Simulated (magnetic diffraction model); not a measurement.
# Magnetic neutron pattern of SrVN2O8

Space group C2/c (no. 15), a = 16.2400 Å, b = 5.1230 Å, c = 7.8670 Å, β = 116.93°.

| site | atom | x | y | z |
| --- | --- | --- | --- | --- |
| 4e | Sr | 0 | 0.7966 | 3/4 |
| 4d | V | 1/4 | 3/4 | 0 |
| 8f | O | 0.0440 | 0.2155 | 0.5937 |
| 8f | O | 0.2163 | 0.2652 | 0.6850 |
| 8f | O | 0.1474 | 0.5277 | 0.8478 |
| 8f | O | 0.1629 | 0.0415 | 0.8939 |
| 8f | N | 0.1454 | 0.2684 | 0.7644 |

This is a made-up structure (elements placed in a structure type, unrelaxed), so the numbers test the method and describe no known phase.

Only V is taken to order (form factors of V4+); orders and moment sizes are assumed, and not adapted to the symmetry. Radiation: neutrons of λ = 1.594 Å, 8° to 30°; isotropic B of 0.68 Å² (Sr), 0.73 Å² (V), 1.05 Å² (O) and 0.85 Å² (N). The intensities are simulated: I ∝ L Σ (|F_N|² + |F_M⊥|²) for unpolarised neutrons, with F_M = 2.695 fm/μB × Σ f(s) S exp(2πi Q·r) exp(−B s²) at Q = H ± k (one set where k and −k are equivalent), only the part normal to Q counting and L = 1/(sin²θ cos θ). For collinear order S is the moment m, which repeats by lattice and centring translations R with the sign exp(−2πi k·R). Form factors are spin-only for 3d ions and dipole or tabulated for f ions, scattering lengths are Sears's of 1992, and absorption is left out. A label names one of the reflections at its angle. The strongest nuclear line in the range is 100, and lines under 0.2 are left out.

Assume the order k = (0 0 0), collinear moments along [100], 0.92 μB on V; signs + at (1/4, 3/4, 0), + at (1/4, 1/4, 1/2).

Predict the pattern, nuclear and magnetic parts apart.

| 2θ (°) | index | nuclear | magnetic |
| --- | --- | --- | --- |
| 12.64 | (2 0 0) | 9.9 | 0.3 |
| 19.00 | (1 1 0) | 0.7 | 0.0 |
| 21.40 | (1 1 -1) | 11.7 | 0.7 |
| 23.39 | (2 0 -2) | 2.3 | 0.2 |
| 24.72 | (1 1 1) | 34.9 | 0.5 |
| 25.15 | (3 1 -1) | 100.0 | 0.3 |
| 25.44 | (4 0 0) | 10.0 | 0.1 |
| 26.23 | (3 1 0) | 3.7 | 0.0 |
| 26.27 | (0 0 2) | 49.4 | 0.2 |
| 27.08 | (4 0 -2) | 36.3 | 0.1 |

The strongest magnetic line in the range is (1 1 -1) at 21.40° (0.7). On top of the Lorentz factor, which all lines share, magnetic lines fade with angle because f falls: for V4+ it is 0.90, 0.67, 0.42 and 0.10 at sin θ/λ = 0.1, 0.2, 0.3 and 0.5 Å⁻¹, while nuclear lengths stay constant. The net moment is 1.84 μB a primitive cell.
